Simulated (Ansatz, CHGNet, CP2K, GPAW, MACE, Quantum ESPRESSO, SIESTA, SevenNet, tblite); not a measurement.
**Other levels on H-capped Ge nanowire along [001] with a Si core (65 atoms)**

The cell holds 65 atoms: 28 Ge, 9 Si and 28 H. Cell: a = 26.501 Å, b = 26.501 Å, c = 5.658 Å, α = 90.0°, β = 90.0°, γ = 90.0°. It derives from Ge (diamond-structure). Round section of size parameter 6.53 Å cut from diamond-structure Ge (a = 5.658 Å) along [001], 1 period, broken bonds capped with H, 12 Å of vacuum, Si core of radius 3.59 Å. Then every atom was moved at random, 0.02 Å r.m.s. a Cartesian component (hydrogen 0.6 of that). Regions: wire, 37 atoms (28 Ge and 9 Si); hydrogen, 28 atoms (28 H). Vacuum lies along a and b. The structure repeats along c.

Geometry: as built.

The reference, a calculation:

| Item | Value |
| --- | --- |
| method | Kohn-Sham DFT, PBE, PAW, plane waves (Ansatz 0.2.0); cutoff 420 eV, Γ point, fermi-dirac smearing of 0.05 eV; PAW set soft_2 |
| r.m.s. force component | 0.5625 eV/Å |
| longest force | 2.161 eV/Å |
| gap (highest filled to lowest empty level) | 2.051 eV |
| SCF cycles | 10 |
| time | 43 s on 4 threads of Arm Neoverse V1, shared host |
| CPU time | 2.8 min |

Runs, in no order:
A. SevenNet 0 potential: machine-learned interatomic potential SevenNet 0, trained on PBE(+U) plane-wave data
B. GPAW PBE, LCAO dzp, h 0.15 Å: Kohn-Sham DFT, PBE, PAW, atomic orbitals (dzp)
C. SIESTA PBE, TZP, shift 0.01 Ry, mesh 300 Ry: Kohn-Sham DFT, PBE, PseudoDojo 0.4.1 norm-conserving pseudopotentials (converted to PSML), numerical atomic orbitals (TZP), diagonalisation
D. SIESTA PBE, SZ, shift 0.02 Ry, mesh 300 Ry: Kohn-Sham DFT, PBE, PseudoDojo 0.4.1 norm-conserving pseudopotentials (converted to PSML), numerical atomic orbitals (SZ), diagonalisation
E. CP2K PBE, DZVP-UZH, 450/70 Ry, diagonalisation: Kohn-Sham DFT, PBE, GTH-PBE pseudopotentials, Gaussian and plane waves, DZVP-MOLOPT (UZH set), diagonalisation

**Question.** Rank the runs by how far their forces lie from the reference's, least first.

E, C, B, A, D.

```
                                              run  Δ force, r.m.s. (meV/Å)  share of r.m.s. force (%)  CPU time
E. CP2K PBE, DZVP-UZH, 450/70 Ry, diagonalisation                     28.9                       5.13   3.9 min
   C. SIESTA PBE, TZP, shift 0.01 Ry, mesh 300 Ry                     94.7                       16.8   3.4 min
                  B. GPAW PBE, LCAO dzp, h 0.15 Å                      171                       30.3     3 min
                          A. SevenNet 0 potential                      251                       44.7     8.8 s
    D. SIESTA PBE, SZ, shift 0.02 Ry, mesh 300 Ry                      676                        120      56 s
```

Machine-learned potentials mimic data converged in k, so the reference's own k-point error enters their differences. The electronic-structure runs sample only Γ, in a cell whose periodic width is 6 Å.

[Logs are printed without paths, hosts, clocks, repeated set-up lines and the standing remarks that a program may print on its own settings, such as how far it seeks lower states.]

[Hosts, paths, dates, database ids (printed as entryN), source tags and the programs' standing remarks are cut or masked in the printed files.]
